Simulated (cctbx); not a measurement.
# Solving a structure by charge flipping

Cell a = 8.3670 Å, b = 8.3670 Å, c = 5.9990 Å, α = 90.00°, β = 90.00°, γ = 120.00°; space group P6_3/mmc (no. 194); content Ba6 V2.

Simulated single-crystal data (cctbx): Ga Kα, λ = 1.3414 Å, to d = 0.8 Å, 80 % of the full sphere, strongest reflection 40000 counts, noise from counting, a 1.5 % proportional error and a noise floor of 8 counts (s.d.); no absorption.

Charge flipping in P1 on normalised amplitudes to 0.8 Å, δ = 1.1 σ, 20 % of the reflections treated as weak, 200 cycles:

```text
cycle      R  skewness
    0  0.550     0.51
   16  0.475     1.77
   32  0.401     5.20
   48  0.402     5.10
   64  0.406     5.00
   80  0.388     4.93
   96  0.408     5.08
  112  0.390     5.01
  128  0.386     4.94
  144  0.392     4.94
  160  0.394     5.00
  176  0.398     4.98
  192  0.399     5.00
origin shift          correlation  skewness
 0.759  0.001  0.340      0.806      2.02
 0.259  0.502  0.340      0.801      2.06
 0.760  0.502  0.340      0.803      2.90
 0.217  0.436  0.088      0.797      0.99
taken: symmetry correlation 0.803, skewness 2.90
peak      x       y       z  mult  height/sigma
Q1    0.1754  0.3508  0.2500    6     12.3
Q2    0.3333  0.6667  0.7500    2      4.6
Q3    0.0000  0.0000  0.1685    4      2.6
Q4    0.0242  0.2723  0.2500   12      2.2
Q5    0.9998  0.4331  0.2500   12      2.2
Q6    0.2541  0.5081  0.6286   12      2.1
Q7    0.2235  0.4471  0.0547   12      2.1
```

The origin is taken among those within 0.04 of the best correlation, by the skewness of the map.

Run time: 0.93 s on 1 thread of Arm Neoverse N1, on a shared host, peak memory 0.08 GiB.

**Question.** Which peaks are atoms, and which elements?

Heights go roughly as Z and multiplicities must add up to the content. First model: Q1 = Ba1 (6 in the cell, height 12.3) and Q2 = V1 (2 in the cell, height 4.6). Against the true structure, Q1 is Ba and Q2 is V; the other peaks are not atoms.

Least squares on F², isotropic:

```text
Rint 0.018, 169 unique reflections to 0.80 A
cycle     R1     wR2    GooF  max shift (A)
   1  0.1349  0.2871  31.341   0.00206
   2  0.0043  0.0093   1.018   0.00000
final R1 0.0043 wR2 0.0093 GooF 1.018  parameters 3  data/parameter 56.3
atom        x        y        z      Ueq    occ   su(xyz)  su(Uiso or U11)
Ba1    0.17526  0.35052  0.25000   0.0020  1.000  0.00001  0.0000
V1     0.33333  0.66667  0.75000   0.0057  1.000  0.00000  0.0001
difference map: max 0.31 min -0.20 rms 0.06
Q1    0.3333  0.6667  0.2500    2    0.32  2.29 A from Ba1
Q2    0.3333  0.6667  0.6470    4    0.27  0.62 A from V1
Q3    0.1414  0.2827  0.1984   12    0.25  0.58 A from Ba1
Q4    0.0383  0.3199  0.2500   12    0.25  1.04 A from Ba1
Q5    0.0471  0.0941  0.2500    6    0.22  1.86 A from Ba1
```

Anisotropic refinement:

```text
Rint 0.018, 169 unique reflections to 0.80 A
cycle     R1     wR2    GooF  max shift (A)
   1  0.0094  0.0197   2.165   0.00002
   2  0.0041  0.0088   0.970   0.00000
final R1 0.0041 wR2 0.0088 GooF 0.970  parameters 6  data/parameter 28.2
atom        x        y        z      Ueq    occ   su(xyz)  su(Uiso or U11)
Ba1    0.17526  0.35052  0.25000   0.0020  1.000  0.00001  0.0000
V1     0.33333  0.66667  0.75000   0.0057  1.000  0.00000  0.0001
difference map: max 0.28 min -0.19 rms 0.06
Q1    0.3333  0.6667  0.2500    2    0.29  2.29 A from Ba1
Q2    0.0448  0.0895  0.2500    6    0.24  1.89 A from Ba1
Q3    0.0739  0.5369  0.0103   12    0.23  2.44 A from V1
Q4    0.0484  0.3235  0.2500   12    0.22  0.97 A from Ba1
Q5    0.0000  0.3943  0.0000   12    0.21  2.25 A from Ba1
Q6    0.1361  0.2721  0.1503   12    0.20  0.82 A from Ba1
```

**Reading.** The refinement ends at R1 = 0.0041, wR2 = 0.0088, GooF = 0.97, with difference density between -0.19 and 0.28 e/Å³. Every site matches the true model in element, within 0.001 Å r.m.s., up to an allowed shift of origin.

True model:

```csv
atom,mult.,x,y,z,Ueq (Å²)
Ba1,6,0.1752,0.3505,1/4,0.0020
V1,2,1/3,2/3,3/4,0.0055
```

The model was made for the exercise: a known structure type with other elements put in, its volume estimated, not relaxed; displacement parameters are assumed.

[Middle refinement cycles are left out of these outputs.]

[Logs are printed without paths, hosts, clocks, repeated set-up lines and the standing remarks that a program may print on its own settings, such as how far it seeks lower states.]
